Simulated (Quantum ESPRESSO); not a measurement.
# The states of the two spins in NiCl2

Wanted: the exchange-split electronic structure of NiCl2.

Calculated with Quantum ESPRESSO 7.5; PBEsol with U = 6 eV on Ni d (ortho-atomic projectors); plane waves with GBRV 1.5 PBEsol potentials, no spin-orbit coupling.

The database entry behind the starting cell differs from later determinations by our own check (an axis about 1.8 % long against later determinations), so it need not match the best structure at ambient conditions.

## (1) Set-up

It takes space group R-3m (No. 166, trigonal). The conventional cell has a = 3.543 Å, b = 3.543 Å, c = 17.335 Å, α = 90.00°, β = 90.00°, γ = 120.00°. Nearest to Ni lie 6 Cl at 2.50 Å. Nearest to Cl lie 3 Ni at 2.50 Å. Farther neighbours and most contacts between anions are not listed.

As a file:

```cif
data_structure
_symmetry_space_group_name_H-M 'R-3m:H'
_symmetry_Int_Tables_number 166
_cell_length_a 3.5430
_cell_length_b 3.5430
_cell_length_c 17.3350
_cell_angle_alpha 90.000
_cell_angle_beta 90.000
_cell_angle_gamma 120.000
_cell_volume 188.45
loop_
_atom_site_label
_atom_site_type_symbol
_atom_site_symmetry_multiplicity
_atom_site_Wyckoff_symbol
_atom_site_fract_x
_atom_site_fract_y
_atom_site_fract_z
_atom_site_occupancy
Ni1 Ni 3 a 0.00000 0.00000 0.00000 1
Cl1 Cl 6 c 0.33333 0.66667 0.91667 1
```

The cell comes from the Crystallography Open Database.

## (2) The magnetic state

This state came out lowest in a comparison of starts that is told elsewhere.

Input file pw.in:

```
&CONTROL
  calculation = 'scf'
  prefix = 'pwscf'
  outdir = './tmp'
  pseudo_dir = './pseudo'
  disk_io = 'low'
/
&SYSTEM
  ibrav = 0
  celldm(1) = 8
  nat = 6
  ntyp = 3
  ecutwfc = 40
  ecutrho = 280
  nbnd = 47
  occupations = 'smearing'
  smearing = 'fd'
  degauss = 0.00367493
  nspin = 2
  starting_magnetization(1) = 0.1111
  starting_magnetization(2) = -0.1111
  starting_magnetization(3) = 0
/
&ELECTRONS
  conv_thr = 1.2d-08
  electron_maxstep = 150
  mixing_beta = 0.3
/
ATOMIC_SPECIES
Ni1    58.6934 ni_pbesol_v1.4.uspp.F.UPF
Ni2    58.6934 ni_pbesol_v1.4.uspp.F.UPF
Cl     35.4500 cl_pbesol_v1.4.uspp.F.UPF
CELL_PARAMETERS alat
   0.8369124574436    0.4831916326077    2.7298668641832
   0.0000000000000    0.4831916326077    2.7298668641832
   0.4184562287218   -0.2415958162802    2.7298668641832
ATOMIC_POSITIONS crystal
Ni1     0.0000000000    0.0000000000    0.0000000000
Ni2     0.5000000000    0.0000000000    0.0000000000
Cl      0.8750000000    0.2500000000    0.2500000000
Cl      0.3750000000    0.2500000000    0.2500000000
Cl      0.6250000000    0.7500000000    0.7500000000
Cl      0.1250000000    0.7500000000    0.7500000000
K_POINTS automatic
3 6 6 0 0 0
HUBBARD {ortho-atomic}
U Ni1-3d 6.0000
U Ni2-3d 6.0000
```

Started as:

```console
OMP_NUM_THREADS=1 mpirun -n 4 pw.x -nk 4 -in pw.in > pw.out
```

The program printed:

```text
Program PWSCF v.7.5 starts

     Message from routine setup:
     using ibrav=0 with symmetry is DISCOURAGED, use correct ibrav instead

     K-points division:     npool     =       4
     Subspace diagonalization in iterative solution of the eigenvalue problem:

     bravais-lattice index     =            0
     lattice parameter (alat)  =       8.0000  a.u.
     unit-cell volume          =     847.8170 (a.u.)^3
     number of atoms/cell      =            6
     number of atomic types    =            3
     number of electrons       =        64.00
     number of Kohn-Sham states=           47
     kinetic-energy cutoff     =      40.0000  Ry
     charge density cutoff     =     280.0000  Ry
     scf convergence threshold =      1.2E-08
     mixing beta               =       0.3000
     number of iterations used =            8  plain     mixing
     Exchange-correlation= SLA  PW   PSX  PSC
                           (   1   4  10   8   0   0   0)
     Hubbard projectors: ortho-atomic
     Hubbard parameters of DFT+U (Dudarev formulation) in eV:
     U(Ni1-3d) =  6.0000
     U(Ni2-3d) =  6.0000

     Internal variables: lda_plus_u =T, lda_plus_u_kind = 0

     Internal variables: orbital_resolved =F, hub_pot_fix =F, apply_U = F

     celldm(1)=   8.000000  celldm(2)=   0.000000  celldm(3)=   0.000000
     celldm(4)=   0.000000  celldm(5)=   0.000000  celldm(6)=   0.000000

     crystal axes: (cart. coord. in units of alat)
               a(1) = (   0.836912   0.483192   2.729867 )
               a(2) = (   0.000000   0.483192   2.729867 )
               a(3) = (   0.418456  -0.241596   2.729867 )

     reciprocal axes: (cart. coord. in units 2 pi/alat)
               b(1) = (  1.194868  0.689857 -0.122106 )
               b(2) = ( -1.194868  0.689857  0.244212 )
               b(3) = (  0.000000 -1.379715  0.244212 )

     PseudoPot. # 1 for Ni read from file:
     ni_pbesol_v1.4.uspp.F.UPF
     Pseudo is Ultrasoft + core correction, Zval = 18.0

     PseudoPot. # 2 for Ni read from file:
     ni_pbesol_v1.4.uspp.F.UPF
     Pseudo is Ultrasoft + core correction, Zval = 18.0

     PseudoPot. # 3 for Cl read from file:
     cl_pbesol_v1.4.uspp.F.UPF
     Pseudo is Ultrasoft + core correction, Zval =  7.0

     atomic species   valence    mass     pseudopotential
     Ni1              18.00    58.69340     Ni( 1.00)
     Ni2              18.00    58.69340     Ni( 1.00)
     Cl                7.00    35.45000     Cl( 1.00)

     Starting magnetic structure
     atomic species   magnetization
     Ni1             0.111
     Ni2            -0.111
     Cl              0.000

     12 Sym. Ops., with inversion, found

   Cartesian axes

     site n.     atom                  positions (alat units)
         1        Ni1    tau(   1) = (   0.0000000   0.0000000   0.0000000  )
         2        Ni2    tau(   2) = (   0.4184562   0.2415958   1.3649334  )
         3        Cl     tau(   3) = (   0.8369125   0.4831916   3.7535669  )
         4        Cl     tau(   4) = (   0.4184562   0.2415958   2.3886335  )
         5        Cl     tau(   5) = (   0.8369125   0.4831916   5.8009671  )
         6        Cl     tau(   6) = (   0.4184562   0.2415958   4.4360337  )

     number of k points=    16  Fermi-Dirac smearing, width (Ry)=  0.0037
                       cart. coord. in units 2pi/alat
        k(    1) = (   0.0000000   0.0000000   0.0000000), wk =   0.0092593
        k(    2) = (   0.0000000  -0.2299525   0.0407020), wk =   0.0555556
        k(    3) = (   0.0000000  -0.4599049   0.0814041), wk =   0.0555556
        k(    4) = (   0.0000000   0.6898574  -0.1221061), wk =   0.0277778
        k(    5) = (  -0.1991447  -0.1149762   0.0814041), wk =   0.0555556
        [... 11 further k-points ...]

     Dense  grid:    67119 G-vectors     FFT dimensions: ( 125, 120, 120)

     Smooth grid:    29097 G-vectors     FFT dimensions: (  96,  90,  90)

     Check: negative core charge=   -0.000006
     Generating pointlists ...
     new r_m :   0.2440 (alat units)  1.9521 (a.u.) for type    1
     new r_m :   0.2440 (alat units)  1.9521 (a.u.) for type    2
     new r_m :   0.2440 (alat units)  1.9521 (a.u.) for type    3

     Initial potential from superposition of free atoms

     starting charge      60.0000, renormalised to      64.0000

     negative rho (up, down):  3.315E-02 3.315E-02

     STARTING HUBBARD OCCUPATIONS:

     =================== HUBBARD OCCUPATIONS ===================
     ------------------------ ATOM    1 ------------------------
     Tr[ns(  1)] (up, down, total) =   5.00000  3.00000  8.00000
     Atomic magnetic moment for atom   1 =   2.00000
     [... lines left out ...]
     ------------------------ ATOM    2 ------------------------
     Tr[ns(  2)] (up, down, total) =   3.00000  5.00000  8.00000
     Atomic magnetic moment for atom   2 =  -2.00000
     [... lines left out ...]
     Number of occupied Hubbard levels =   16.0000

     Atomic wfc used for Hubbard projectors are orthogonalized

     Starting wfcs are   42 randomized atomic wfcs +    5 random wfcs

     Self-consistent Calculation

     iteration #  1     ecut=    40.00 Ry     beta= 0.30
     Davidson diagonalization with overlap
     ethr =  1.00E-02,  avg # of iterations =  7.1

     =================== HUBBARD OCCUPATIONS ===================
     ------------------------ ATOM    1 ------------------------
     Tr[ns(  1)] (up, down, total) =   3.69764  0.49598  4.19362
     Atomic magnetic moment for atom   1 =   3.20165
     [... lines left out ...]
     ------------------------ ATOM    2 ------------------------
     Tr[ns(  2)] (up, down, total) =   0.49507  3.70002  4.19509
     Atomic magnetic moment for atom   2 =  -3.20495
     [... lines left out ...]
     Number of occupied Hubbard levels =    8.3887

     negative rho (up, down):  3.226E-02 3.226E-02

     total energy              =    -803.76329377 Ry
     estimated scf accuracy    <      44.88986271 Ry

     total magnetization       =     0.00 Bohr mag/cell
     absolute magnetization    =     7.12 Bohr mag/cell

     iteration #  2     ecut=    40.00 Ry     beta= 0.30
     Davidson diagonalization with overlap
     ethr =  1.00E-02,  avg # of iterations =  3.5

     negative rho (up, down):  3.087E-02 3.087E-02

     total energy              =    -816.31109191 Ry
     estimated scf accuracy    <      31.07756073 Ry

     total magnetization       =     0.00 Bohr mag/cell
     absolute magnetization    =     0.48 Bohr mag/cell

     [... further iterations left out ...]

     iteration # 18     ecut=    40.00 Ry     beta= 0.30
     Davidson diagonalization with overlap
     ethr =  3.65E-11,  avg # of iterations =  2.0

     negative rho (up, down):  2.972E-02 2.972E-02

     total energy              =    -819.01722176 Ry
     estimated scf accuracy    <       0.00000001 Ry

     total magnetization       =     0.00 Bohr mag/cell
     absolute magnetization    =     4.07 Bohr mag/cell

     iteration # 19     ecut=    40.00 Ry     beta= 0.30
     Davidson diagonalization with overlap
     ethr =  2.10E-11,  avg # of iterations =  2.0

     negative rho (up, down):  2.972E-02 2.972E-02

     Magnetic moment per site  (integrated on atomic sphere of radius R)
     atom   1 (R=0.244)  charge= 16.2690  magn=  1.7075
     atom   2 (R=0.244)  charge= 16.2691  magn= -1.7075
     atom   3 (R=0.244)  charge=  5.4623  magn= -0.1178
     atom   4 (R=0.244)  charge=  5.4622  magn=  0.1178
     atom   5 (R=0.244)  charge=  5.4622  magn=  0.1178
     atom   6 (R=0.244)  charge=  5.4623  magn= -0.1178

     End of self-consistent calculation

     =================== HUBBARD OCCUPATIONS ===================
     ------------------------ ATOM    1 ------------------------
     Tr[ns(  1)] (up, down, total) =   4.98258  3.27662  8.25920
     Atomic magnetic moment for atom   1 =   1.70596
     [... lines left out ...]
     ------------------------ ATOM    2 ------------------------
     Tr[ns(  2)] (up, down, total) =   3.27662  4.98258  8.25920
     Atomic magnetic moment for atom   2 =  -1.70596
     [... lines left out ...]
     Number of occupied Hubbard levels =   16.5184

     [... lines left out ...]
     the Fermi energy is     5.2717 ev

!    total energy              =    -819.01722194 Ry
     estimated scf accuracy    <          1.3E-09 Ry
     smearing contrib. (-TS)   =      -0.00000000 Ry
     internal energy E=F+TS    =    -819.01722194 Ry

     The total energy is F=E-TS. E is the sum of the following terms:
     one-electron contribution =    -722.32669035 Ry
     hartree contribution      =     380.53134381 Ry
     xc contribution           =    -107.44751407 Ry
     ewald contribution        =    -369.90567799 Ry
     Hubbard energy            =       0.13131666 Ry

     total magnetization       =    -0.00 Bohr mag/cell
     absolute magnetization    =     4.07 Bohr mag/cell

     convergence has been achieved in  19 iterations

=------------------------------------------------------------------------------=
   JOB DONE.
=------------------------------------------------------------------------------=
```

Elapsed: 8.4 min, on 4 MPI ranks of Arm Neoverse V1, shared host; peak memory 2.7 GiB; 34 min of CPU time.

Spin moment in the atom's sphere by atom:

| atom | spin moment in the atom's sphere (μB) |
| --- | --- |
| Ni1 | 1.71 |
| Ni2 | -1.71 |
| Cl3 | -0.12 |
| Cl4 | 0.12 |
| Cl5 | 0.12 |
| Cl6 | -0.12 |

This step gave:

* smearing term TS: 6.53e-13 eV
* magnetization: 0 μB
* absolute magnetization: 4.069 μB
* final state: antiferromagnetic

(Continued in part 2 of 2.)

[Logs and program files are shortened in this print: banners, set-up blocks, solver, clock and traceback lines can be left out without a mark of their own.]

[Logs are printed without paths, hosts, clocks, repeated set-up lines and the standing remarks that a program may print on its own settings, such as how far it seeks lower states.]

[Hosts, paths, dates, database ids (printed as entryN), source tags and the programs' standing remarks are cut or masked in the printed files.]

[Where a cell is said to come from a database of computed structures, the database is the Materials Project.]
